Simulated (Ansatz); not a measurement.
# Cs on Co(0001): change of the work function

Wanted: Δφ(θ) for Cs/Co(0001), starting from the fcc site.

Calculated with Ansatz 0.2.0; plane-wave DFT, PBE, Ansatz PAW.

## (1) Set-up

The cell holds 4 atoms: 4 Co. Cell: a = 2.510 Å, b = 2.510 Å, c = 24.107 Å, α = 90.0°, β = 90.0°, γ = 60.0°. Vacuum lies along c.

## (2) The clean slab

The bare slab comes first, as the zero from which every change is counted. The two lowest layers are held at bulk places and the upper ones relax. The dipole correction removes the false field that a one-sided slab makes across the periodic vacuum, so each face gets a flat vacuum level of its own.

input.yaml

```yaml
crystal:
  lattice:
    - [2.51, 0.0, 0.0]
    - [1.255, 2.1737237635, 0.0]
    - [0.0, 0.0, 24.10683]
  atoms:
    - { symbol: Co, position: [0.6666666667, 0.6666666667, 0.3733381784], spin: 1.7 }
    - { symbol: Co, position: [0.0, 0.0, 0.4577793928], spin: 1.7 }
    - { symbol: Co, position: [0.6666666667, 0.6666666667, 0.5422206072], spin: 1.7 }
    - { symbol: Co, position: [0.0, 0.0, 0.6266618216], spin: 1.7 }
magnetization:
  spin_polarized: true
kpoints:
  mp_grid: { grid: [12, 12, 1] }
hamiltonian:
  xc: pbe
scf:
  occupations: { method: fermi_dirac, width: 0.1 }
  convergence: { dr2_threshold: 1.0e-08 }
efield:
  axis: 3
  dipole_correction: true
  ramp_position: 0.97
  ramp_width: 0.06
relax:
  f_tol: 0.02
  max_steps: 60
  constraints: [{ sites: [0, 1] }]
output:
  write_potential: true
  write_density: true
  volumetric_format: npy
```

Launch:

```
$ ansatz run input.yaml --threads 4 --pin off --max-ram 16384MiB --backend cpu --events-out ev --progress --plain --runs-dir out
```

Numbers of over 12 decimals in the logs are rounded to 6 here.

The log of the run:

```text
Engine: ansatz 0.2.0, aarch64-unknown-linux-gnu
Pseudopotentials: kind: paw
Pseudopotential: Co, paw, valence charge 17, recommended cutoff 420 eV (normal), Co.paw.azcp
Functional definition: PBE
  parameter kappa = 0.804
  parameter beta = 0.066725
  exchange = pbe_x(kappa = kappa, mu = beta*pi^2/3)
  correlation = pbe_c(beta = beta)
Crystal: 4 atoms, lattice volume = 131.528 Å³
Basis set: ecut = 420 eV, 2559 PW (Γ), exchange–correlation on 36×36×324 points (8 copies of the dense FFT grid, shifted against one another)
Bands: 45, of which v1, the nominal top of the filled ones, is band 34 counted from 1 (33 counted from 0)
Symmetry: 6 space group operations
k-points: 19 of 144 (time reversal used)
Non-local potential: Co, projectors of the file, l = 0: 3, l = 1: 2, l = 2: 3, l = 3: 1
PAW form: soft (Blöchl's): semilocal exchange-correlation on the pseudo side does not see the compensation charge
PAW one-centre angular grid: Co, 590 points (default); XC on 64 Gauss nodes
Initial density: superposition of atomic densities (neutral atoms: chi_scale 0, normalization atom)
Starting moments: Σ|m| = 6.8 μB on 4 of 4 sites
Initial wavefunctions: pseudopotential atomic-orbital guess
Functional: x = pbe(κ = 0.804, μ = 0.219515), c = pbe(β = 0.066725)
SCF iter   1: F=—  HF=-20501.283179 eV  |F-HF|=—  |Δ(HF+E_count)|=         —  Δρ=4.96e-2 (↑1.05e-2 ↓4.96e-2)  dr2=5.44e0  dr2_m=7.36e-1  M=6.870 μB ∫|m|=7.076 μB  β_m=1.00  ethr=3.10e-3  p=0.000 e·Å  D=5.04e-13 V/Å  ΔV_dip=-0.00 eV  dr2_dipole=6.91e-14  V_vac-E_F(+/−)=7.43/7.43 eV  ⟨swp⟩=11.6  Hψ=9064  notcnv=0  defer=12
Mixer restart at iter 1: flushing history
efield: sawtooth ramp at fractional position 0.9700 (set: `efield.ramp_position`, or a place that a band, a saddle search or an elastic batch's reference lends), width 0.0600; the density the first Hamiltonian is built on has a dipole p = 0.000 e·Å; the dipole correction subtracts the counter field D = 5.04e-13 V/Å, which shifts the + side's vacuum level by -0.00 eV against the − side's; the planar-averaged density in the ramp window peaks in size at 9.3e-6 e/Å³
preconditioner: auto → LDOS  [metal: Δε(μ)=0.017 eV  Ē_g=6.887 eV  σ=0.100 eV  W_gap=0.04  n_scr=18 (ndim 8)  ℏωp=19.4 eV  f_vac=0.597  D(μ)=4.76/eV (n_scr^D=18)]
spin=Collinear: LDOS preconditioning applied to the charge; magnetization (m = ρ↑ − ρ↓) channel mixes plain (no charge-response kernel on spin).
SCF iter   2: F=—  HF=-20500.677815 eV  |F-HF|=—  |Δ(HF+E_count)|=   6.05e-1  Δρ=1.21e-2 (↑1.21e-2 ↓7.84e-3)  dr2=4.83e-1  dr2_m=7.43e-2  M=6.898 μB ∫|m|=7.367 μB  β_m=0.34  ethr=3.10e-3  p=-0.000 e·Å  D=-2.46e-5 V/Å  ΔV_dip=0.00 eV  dr2_dipole=1.91e-7  V_vac-E_F(+/−)=6.53/6.53 eV  ⟨swp⟩=2.7  Hψ=3071  notcnv=0  defer=51
density mixer auto → msr1: a metal under ldos (density of states about μ 3.22 of a free-electron gas's, 18 screened modes)
SCF iter   3: F=—  HF=-20501.994777 eV  |F-HF|=—  |Δ(HF+E_count)|=    1.32e0  Δρ=4.76e-3 (↑4.76e-3 ↓4.65e-3)  dr2=9.37e-2  dr2_m=1.60e-2  M=6.919 μB ∫|m|=7.458 μB  β_m=0.48  ethr=7.10e-4  p=-0.000 e·Å  D=-4.93e-6 V/Å  ΔV_dip=0.00 eV  dr2_dipole=8.08e-8  V_vac-E_F(+/−)=5.92/5.92 eV  ⟨swp⟩=2.9  Hψ=2992  notcnv=0  defer=51
SCF iter   4: F=—  HF=-20502.978219 eV  |F-HF|=—  |Δ(HF+E_count)|=         —  Δρ=5.17e-3 (↑5.17e-3 ↓2.79e-3)  dr2=4.72e-2  dr2_m=7.71e-3  M=6.980 μB ∫|m|=7.615 μB  β_m=0.48  ethr=1.38e-4  p=0.000 e·Å  D=1.00e-6 V/Å  ΔV_dip=-0.00 eV  dr2_dipole=3.72e-8  V_vac-E_F(+/−)=5.27/5.27 eV  ⟨swp⟩=3.2  Hψ=3763  notcnv=0  defer=53
SCF iter   5: F=—  HF=-20503.130186 eV  |F-HF|=—  |Δ(HF+E_count)|=   1.52e-1  Δρ=2.48e-3 (↑1.51e-3 ↓2.48e-3)  dr2=1.24e-2  dr2_m=1.57e-3  M=6.908 μB ∫|m|=7.565 μB  β_m=0.64  ethr=6.94e-5  p=0.000 e·Å  D=1.27e-6 V/Å  ΔV_dip=-0.00 eV  dr2_dipole=5.37e-10  V_vac-E_F(+/−)=5.11/5.11 eV  ⟨swp⟩=2.2  Hψ=3111  notcnv=0  defer=53
SCF iter   6: F=—  HF=-20503.154936 eV  |F-HF|=—  |Δ(HF+E_count)|=   2.48e-2  Δρ=1.15e-3 (↑8.50e-4 ↓1.15e-3)  dr2=3.50e-3  dr2_m=1.52e-4  M=6.880 μB ∫|m|=7.545 μB  β_m=0.80  ethr=1.83e-5  p=0.000 e·Å  D=2.95e-6 V/Å  ΔV_dip=-0.00 eV  dr2_dipole=6.98e-9  V_vac-E_F(+/−)=5.04/5.04 eV  ⟨swp⟩=2.1  Hψ=2807  notcnv=0  defer=53
SCF iter   7: F=—  HF=-20503.158756 eV  |F-HF|=—  |Δ(HF+E_count)|=   3.82e-3  Δρ=5.96e-4 (↑5.02e-4 ↓5.96e-4)  dr2=1.26e-3  dr2_m=2.25e-5  M=6.862 μB ∫|m|=7.535 μB  β_m=0.70  ethr=5.15e-6  p=-0.000 e·Å  D=-6.61e-6 V/Å  ΔV_dip=0.00 eV  dr2_dipole=4.71e-8  V_vac-E_F(+/−)=5.00/5.00 eV  ⟨swp⟩=2.4  Hψ=3309  notcnv=0  defer=55
SCF iter   8: F=—  HF=-20503.158660 eV  |F-HF|=—  |Δ(HF+E_count)|=   9.67e-5  Δρ=1.88e-4 (↑1.88e-4 ↓1.66e-4)  dr2=7.45e-5  dr2_m=6.98e-6  M=6.861 μB ∫|m|=7.536 μB  β_m=0.70  ethr=1.85e-6  p=0.000 e·Å  D=1.90e-6 V/Å  ΔV_dip=-0.00 eV  dr2_dipole=1.38e-10  V_vac-E_F(+/−)=4.99/4.99 eV  ⟨swp⟩=2.4  Hψ=3092  notcnv=0  defer=56
SCF iter   9: F=—  HF=-20503.158672 eV  |F-HF|=—  |Δ(HF+E_count)|=   1.27e-5  Δρ=6.53e-5 (↑3.95e-5 ↓6.53e-5)  dr2=5.92e-6  dr2_m=2.71e-6  M=6.858 μB ∫|m|=7.537 μB  β_m=0.79  ethr=1.10e-7  p=-0.000 e·Å  D=-1.04e-6 V/Å  ΔV_dip=0.00 eV  dr2_dipole=6.55e-10  V_vac-E_F(+/−)=4.98/4.98 eV  ⟨swp⟩=2.6  Hψ=2918  notcnv=0  defer=56
SCF iter  10: F=—  HF=-20503.158675 eV  |F-HF|=—  |Δ(HF+E_count)|=   2.25e-6  Δρ=3.81e-5 (↑3.81e-5 ↓2.00e-5)  dr2=3.10e-6  dr2_m=1.73e-7  M=6.858 μB ∫|m|=7.537 μB  β_m=0.68  ethr=8.70e-9  p=0.000 e·Å  D=2.53e-6 V/Å  ΔV_dip=-0.00 eV  dr2_dipole=6.49e-9  V_vac-E_F(+/−)=4.98/4.98 eV  ⟨swp⟩=2.4  Hψ=2802  notcnv=0  defer=56
SCF iter  11: F=—  HF=-20503.158675 eV  |F-HF|=—  |Δ(HF+E_count)|=   4.99e-7  Δρ=1.15e-5 (↑6.30e-6 ↓1.15e-5)  dr2=2.56e-7  dr2_m=6.68e-8  M=6.857 μB ∫|m|=7.537 μB  β_m=0.59  ethr=4.56e-9  p=-0.000 e·Å  D=-2.92e-6 V/Å  ΔV_dip=0.00 eV  dr2_dipole=1.05e-8  V_vac-E_F(+/−)=4.98/4.98 eV  ⟨swp⟩=2.3  Hψ=2831  notcnv=0  defer=56
SCF iter  12: F=—  HF=-20503.158675 eV  |F-HF|=—  |Δ(HF+E_count)|=   9.93e-8  Δρ=6.32e-6 (↑3.05e-6 ↓6.32e-6)  dr2=3.02e-8  dr2_m=2.20e-8  M=6.857 μB ∫|m|=7.537 μB  β_m=0.79  ethr=3.77e-10  p=0.000 e·Å  D=3.20e-7 V/Å  ΔV_dip=-0.00 eV  dr2_dipole=3.26e-10  V_vac-E_F(+/−)=4.98/4.98 eV  ⟨swp⟩=2.3  Hψ=2600  notcnv=0  defer=56
SCF iter  13: F=—  HF=-20503.158675 eV  |F-HF|=—  |Δ(HF+E_count)|=   8.20e-8  Δρ=3.67e-6 (↑3.67e-6 ↓3.22e-6)  dr2=5.57e-8  dr2_m=3.60e-9  M=6.857 μB ∫|m|=7.538 μB  β_m=0.63  ethr=4.44e-11  p=-0.000 e·Å  D=-2.65e-6 V/Å  ΔV_dip=0.00 eV  dr2_dipole=1.06e-8  V_vac-E_F(+/−)=4.98/4.98 eV  ⟨swp⟩=3.1  Hψ=3575  notcnv=0  defer=56
[...]
preconditioner: auto → LDOS  [metal: Δε(μ)=0.011 eV  Ē_g=6.720 eV  σ=0.100 eV  W_gap=0.03  n_scr=12 (ndim 8)  ℏωp=19.4 eV  f_vac=0.612  D(μ)=3.74/eV (n_scr^D=16)]
spin=Collinear: LDOS preconditioning applied to the charge; magnetization (m = ρ↑ − ρ↓) channel mixes plain (no charge-response kernel on spin).
SCF iter   2: F=—  HF=-20503.182460 eV  |F-HF|=—  |Δ(HF+E_count)|=   6.54e-5  Δρ=1.31e-4 (↑1.31e-4 ↓1.26e-4)  dr2=3.27e-4  dr2_m=1.50e-6  M=6.834 μB ∫|m|=7.500 μB  β_m=0.31  ethr=1.53e-6  p=0.002 e·Å  D=2.56e-3 V/Å  ΔV_dip=-0.06 eV  dr2_dipole=1.26e-4  V_vac-E_F(+/−)=4.93/4.99 eV  ⟨swp⟩=2.1  Hψ=2531  notcnv=0  defer=64
density mixer auto → msr1: a metal under ldos (density of states about μ 2.82 of a free-electron gas's, 18 screened modes)
SCF iter   3: F=—  HF=-20503.182459 eV  |F-HF|=—  |Δ(HF+E_count)|=   8.64e-7  Δρ=1.32e-4 (↑1.32e-4 ↓6.95e-5)  dr2=8.49e-5  dr2_m=6.29e-6  M=6.834 μB ∫|m|=7.500 μB  β_m=0.44  ethr=4.81e-7  p=0.002 e·Å  D=2.44e-3 V/Å  ΔV_dip=-0.06 eV  dr2_dipole=2.77e-5  V_vac-E_F(+/−)=4.93/4.99 eV  ⟨swp⟩=1.6  Hψ=1860  notcnv=0  defer=64
SCF iter   4: F=—  HF=-20503.182475 eV  |F-HF|=—  |Δ(HF+E_count)|=   1.58e-5  Δρ=6.00e-5 (↑5.17e-5 ↓6.00e-5)  dr2=2.34e-5  dr2_m=2.73e-6  M=6.835 μB ∫|m|=7.501 μB  β_m=0.50  ethr=1.25e-7  p=0.002 e·Å  D=2.49e-3 V/Å  ΔV_dip=-0.06 eV  dr2_dipole=6.53e-6  V_vac-E_F(+/−)=4.93/4.99 eV  ⟨swp⟩=1.8  Hψ=2028  notcnv=0  defer=64
SCF iter   5: F=—  HF=-20503.182484 eV  |F-HF|=—  |Δ(HF+E_count)|=   8.94e-6  Δρ=5.34e-5 (↑5.34e-5 ↓3.33e-5)  dr2=7.93e-7  dr2_m=2.13e-6  M=6.836 μB ∫|m|=7.501 μB  β_m=0.64  ethr=3.44e-8  p=0.002 e·Å  D=2.54e-3 V/Å  ΔV_dip=-0.06 eV  dr2_dipole=1.53e-7  V_vac-E_F(+/−)=4.93/4.99 eV  ⟨swp⟩=2.0  Hψ=2380  notcnv=0  defer=64
SCF iter   6: F=—  HF=-20503.182487 eV  |F-HF|=—  |Δ(HF+E_count)|=   3.70e-6  Δρ=2.43e-5 (↑2.43e-5 ↓7.21e-6)  dr2=7.27e-7  dr2_m=1.91e-7  M=6.836 μB ∫|m|=7.502 μB  β_m=0.65  ethr=1.17e-9  p=0.002 e·Å  D=2.57e-3 V/Å  ΔV_dip=-0.06 eV  dr2_dipole=2.86e-8  V_vac-E_F(+/−)=4.93/4.99 eV  ⟨swp⟩=3.0  Hψ=3471  notcnv=0  defer=64
SCF iter   7: F=—  HF=-20503.182487 eV  |F-HF|=—  |Δ(HF+E_count)|=   1.19e-7  Δρ=9.49e-6 (↑8.56e-6 ↓9.49e-6)  dr2=4.08e-7  dr2_m=2.71e-8  M=6.836 μB ∫|m|=7.502 μB  β_m=0.57  ethr=1.07e-9  p=0.002 e·Å  D=2.57e-3 V/Å  ΔV_dip=-0.06 eV  dr2_dipole=7.01e-8  V_vac-E_F(+/−)=4.93/4.99 eV  ⟨swp⟩=2.0  Hψ=2982  notcnv=0  defer=64
SCF iter   8: F=—  HF=-20503.182487 eV  |F-HF|=—  |Δ(HF+E_count)|=   3.91e-8  Δρ=3.66e-6 (↑3.66e-6 ↓2.36e-6)  dr2=1.56e-8  dr2_m=9.75e-9  M=6.836 μB ∫|m|=7.502 μB  β_m=0.70  ethr=6.00e-10  p=0.002 e·Å  D=2.57e-3 V/Å  ΔV_dip=-0.06 eV  dr2_dipole=9.30e-10  V_vac-E_F(+/−)=4.93/4.99 eV  ⟨swp⟩=2.4  Hψ=2856  notcnv=0  defer=64
SCF iter   9: F=—  HF=-20503.182487 eV  |F-HF|=—  |Δ(HF+E_count)|=   4.03e-8  Δρ=1.38e-6 (↑1.31e-6 ↓1.38e-6)  dr2=4.04e-9  dr2_m=1.04e-9  M=6.836 μB ∫|m|=7.502 μB  β_m=0.65  ethr=2.30e-11  p=0.002 e·Å  D=2.57e-3 V/Å  ΔV_dip=-0.06 eV  dr2_dipole=1.27e-10  V_vac-E_F(+/−)=4.93/4.99 eV  ⟨swp⟩=2.8  Hψ=3042  notcnv=0  defer=64
SCF iter  10: F=—  HF=-20503.182487 eV  |F-HF|=—  |Δ(HF+E_count)|=   7.22e-9  Δρ=1.37e-6 (↑8.82e-7 ↓1.37e-6)  dr2=1.39e-8  dr2_m=3.69e-10  M=6.836 μB ∫|m|=7.502 μB  β_m=0.67  ethr=5.94e-12  p=0.002 e·Å  D=2.57e-3 V/Å  ΔV_dip=-0.06 eV  dr2_dipole=4.02e-9  V_vac-E_F(+/−)=4.93/4.99 eV  ⟨swp⟩=2.8  Hψ=3515  notcnv=0  defer=64
SCF iter  11: F=-20503.182487 eV  HF=-20503.182487 eV  |F-HF|=5.18e-9  |Δ(HF+E_count)|=   2.51e-9  Δρ=8.80e-7 (↑3.13e-7 ↓8.80e-7)  dr2=4.60e-9  dr2_m=2.09e-10  M=6.836 μB ∫|m|=7.502 μB  ethr=5.94e-12  p=0.002 e·Å  D=2.57e-3 V/Å  ΔV_dip=-0.06 eV  dr2_dipole=1.32e-9  V_vac-E_F(+/−)=4.93/4.99 eV  ⟨swp⟩=7.0  Hψ=9563  notcnv=0
SCF 4 converged in 11 iterations: F = -20503.182487 eV  dr2 = 4.60e-9
relax step   4: F+E_penalty+E_count = -20503.18248727 eV  Δ(F+E_penalty+E_count) = -2.578e-4 eV  max|allowed force component| = 6.602e-3 eV/Å  Δτ_max = 0.0084 Å  (11 SCF iters, accepted)
NSCF: frozen V_eff on 19 k-points
the band table was solved once a step of the walk had ended and its energy, with any forces and stress, was formed, with the checks that follow a solve (9233 applications of the Hamiltonian). They found nothing against the state; the energy, forces and stress were not computed again (output.eigenvalues in the input reference)
WARN: The output density's exchange-correlation potential varies sharply where the density is thin. Do not read a vacuum level from v_tot or v_xc, or from such a field of the output density. On a cell that repeats whose density bears no net charge and no dipole along the vacuum's axis use v_es (v_loc + v_h of the components); under efield.dipole_correction with no amplitude use v_es + v_field, which holds any externa [...]
SCF converged after 11 iterations
Magnetization: 6.8365 μB (37.4182 up, 30.5818 down)
Absolute magnetization: 7.5041 μB (∫|ρ↑−ρ↓|, with the PAW one-centre terms)
Spin contamination: 0.1418 ħ² per cell (⟨S²⟩ above its minimum at these occupations)
Per-site moments (μB) at R_I (Å): [(1.819632, 1.030734), (1.757752, 1.030734), (1.742027, 1.000660), (1.792708, 1.000660)]
Free energy (F): -20503.182487 eV
Harris-Foulkes:  -20503.182487 eV  (|F-HF|=5.18e-9)
Internal energy: -20503.052780 eV  (E = F + TS)
E sigma→0 (E₀):  -20503.117634 eV
Entropy (-TS):   -0.129707 eV (-32.427 meV/atom)
Fermi energy:    2.954768 eV
Dipole field:    D = 0.002626 V/Å  (p = 0.001909 e·Å, saw-weighted, corrected)
Work function:   Φ+ = 4.9253 eV   Φ− = 4.9886 eV
Levels:          The Fermi level and band energies are counted from a zero that moves with the ramp; work functions are not
--- Per-component energies (eV) ---
  E_band       = -2041.790011
  E_kinetic    = 1808.861082
  E_local      = -151342.607085  (includes V_loc(G=0)·N_el)
  E_nonlocal   = 1821.381808
  E_hartree    = 74222.730396
  E_xc         = -632.279232
  E_vxc        = -815.577330  (∫ρ·V_xc dr)
  E_paw        = -6063.646017  (= ΣΔE_a)
  E_vpaw       = -1959.317964  (= ΣTr[D̂ρ^β])
  E_aug_tail   = 0.000301  (compensation charges beyond the density's cutoff)
  E_efield     = 0.000003  (sawtooth field / dipole correction)
  E_vefield    = 0.003157  (∫n·V_field dr)
  E_ewald      = 59682.505964
  E_smearing   = -0.129707  (= −TS)
  E_closure    = -0.000000  (closes the sum)
  Σ components = -20503.182487   (vs F -20503.182487, Δ=0.00e0)
--- Forces (eV/Å), atoms counted from 1 ---
  atom   1  Co     0.00000000     0.00000000     0.50233302
  atom   2  Co    -0.00000000     0.00000000    -0.49982607
  atom   3  Co     0.00000000    -0.00000000     0.00407533
  atom   4  Co    -0.00000000    -0.00000000    -0.00660206
  max |Σ_I F_I| component: 1.98e-5 eV/Å
--- Band table (eV; the first three rows and the last of 38) ---
  k-point 0 ↑: bands = [... 30 lower, 0.6027, 1.1317, 1.1317, 1.5257, 1.5257, 1.8851, 1.8851, 2.0257, ... 7 higher]
  k-point 1 ↑: bands = [... 30 lower, 0.6932, 1.0395, 1.1017, 1.3850, 1.5039, 1.5354, 1.7908, 1.8846, ... 7 higher]
  k-point 2 ↑: bands = [... 30 lower, 0.8036, 0.9408, 1.0332, 1.1441, 1.4384, 1.4726, 1.8810, 2.0831, ... 7 higher]
  k-point 18 ↓: bands = [... 30 lower, 3.1142, 3.7214, 3.7507, 3.8049, 3.9140, 3.9574, 8.5075, 8.8942, ... 7 higher]
--- Relaxed structure (4 steps of the walk, 4 accepted, 0 SCFs on fresh bases) ---
  F+E_penalty+E_count = -20503.18248727 eV   max|allowed force component| = 6.602e-3 eV/Å
  atoms:
    - { symbol: Co, position: [0.666667, 0.666667, 0.373338] }
    - { symbol: Co, position: [0.0, 0.0, 0.4577793928] }
    - { symbol: Co, position: [0.666667, 0.666667, 0.542627] }
    - { symbol: Co, position: [-4.105840236310963e-18, 0, 0.623327] }
```

It took 35 s on 4 threads of Arm Neoverse V1, shared host; peak memory 0.59 GiB; 2.2 min of CPU time.

Step by step:

| step | energy less that of the first step (eV) | largest force component (eV/Å) |
| --- | --- | --- |
| 1 | 0.0000 | 0.4887 |
| 2 | -0.0156 | 0.3161 |
| 3 | -0.0236 | 0.0611 |
| 4 | -0.0238 | 0.0066 |

The run keeps the 6 symmetry operations that it works with, so distortions that break them were not tested.

The atoms that moved most (Å):

| atom | dx | dy | dz | length |
| --- | --- | --- | --- | --- |
| Co4 | 0.000 | 0.000 | -0.080 | 0.080 |
| Co3 | 0.000 | 0.000 | 0.010 | 0.010 |

Final coordinates:

```xyz
4
Lattice="2.5100 0.0000 0.0000 1.2550 2.1737 0.0000 0.0000 0.0000 24.1068" Properties=species:S:1:pos:R:3
Co    2.5100    1.4491    9.0000
Co    0.0000    0.0000   11.0356
Co    2.5100    1.4491   13.0810
Co    0.0000    0.0000   15.0264
```

Numbers from this step:

```yaml
energy_at_zero_smearing: -20503.1176 eV
total_moment: 6.836 μB
site_moments: 1.820, 1.758, 1.742, 1.793 μB
work_function_upper_face: 4.925 eV
work_function_lower_face: 4.989 eV
dipole_along_the_normal: 0.001909 e·Å
step_between_the_vacuum_levels: -0.06331 eV
```

Running mean over 2.03561 Å of the planar mean; the ramp of the sawtooth is left out. Table of electron's electrostatic potential energy less the Fermi level by z:

| z (Å) | electron's electrostatic potential energy less the Fermi level (eV) |
| --- | --- |
| 3.0 | 4.99 |
| 3.5 | 4.99 |
| 4.0 | 4.99 |
| 4.5 | 4.99 |
| 5.0 | 4.98 |
| 5.5 | 4.97 |
| 6.0 | 4.92 |
| 6.5 | 4.76 |
| 7.0 | 4.21 |
| 7.5 | 1.91 |
| 8.0 | -3.46 |
| 8.5 | -8.57 |
| 9.0 | -10.3 |
| 9.5 | -10.5 |
| 10.0 | -10.5 |
| 10.5 | -10.5 |
| 11.0 | -10.6 |
| 11.5 | -10.5 |
| 12.0 | -10.5 |
| 12.5 | -10.5 |
| 13.0 | -10.6 |
| 13.5 | -11.1 |
| 14.0 | -11.5 |
| 14.5 | -11.2 |
| 15.0 | -10.4 |
| 15.5 | -8.77 |
| 16.0 | -3.80 |
| 16.5 | 1.67 |
| 17.0 | 4.09 |
| 17.5 | 4.69 |
| 18.0 | 4.86 |
| 18.5 | 4.91 |
| 19.0 | 4.92 |
| 19.5 | 4.92 |
| 20.0 | 4.93 |
| 20.5 | 4.93 |
| 21.0 | 4.93 |

Site moment by atom:

| atom | site moment (μB) |
| --- | --- |
| Co1 | 1.82 |
| Co2 | 1.76 |
| Co3 | 1.74 |
| Co4 | 1.79 |

The relaxation took 4 steps and lowered the energy by 0.024 eV; the largest force on the free atoms ends at 0.0066 eV/Å.

The work function of the upper face is 4.93 eV.

(Part 1 of 4 ends here.)

[Logs are printed without paths, hosts, clocks, repeated set-up lines and the standing remarks that a program may print on its own settings, such as how far it seeks lower states.]

[Hosts, paths, dates, database ids (printed as entryN), source tags and the programs' standing remarks are cut or masked in the printed files.]

[Maps of the electrostatic potential energy from Ansatz leave out the sawtooth potential of an applied field or a dipole correction, so their vacuum need not be flat; planar profiles and work functions include it.]
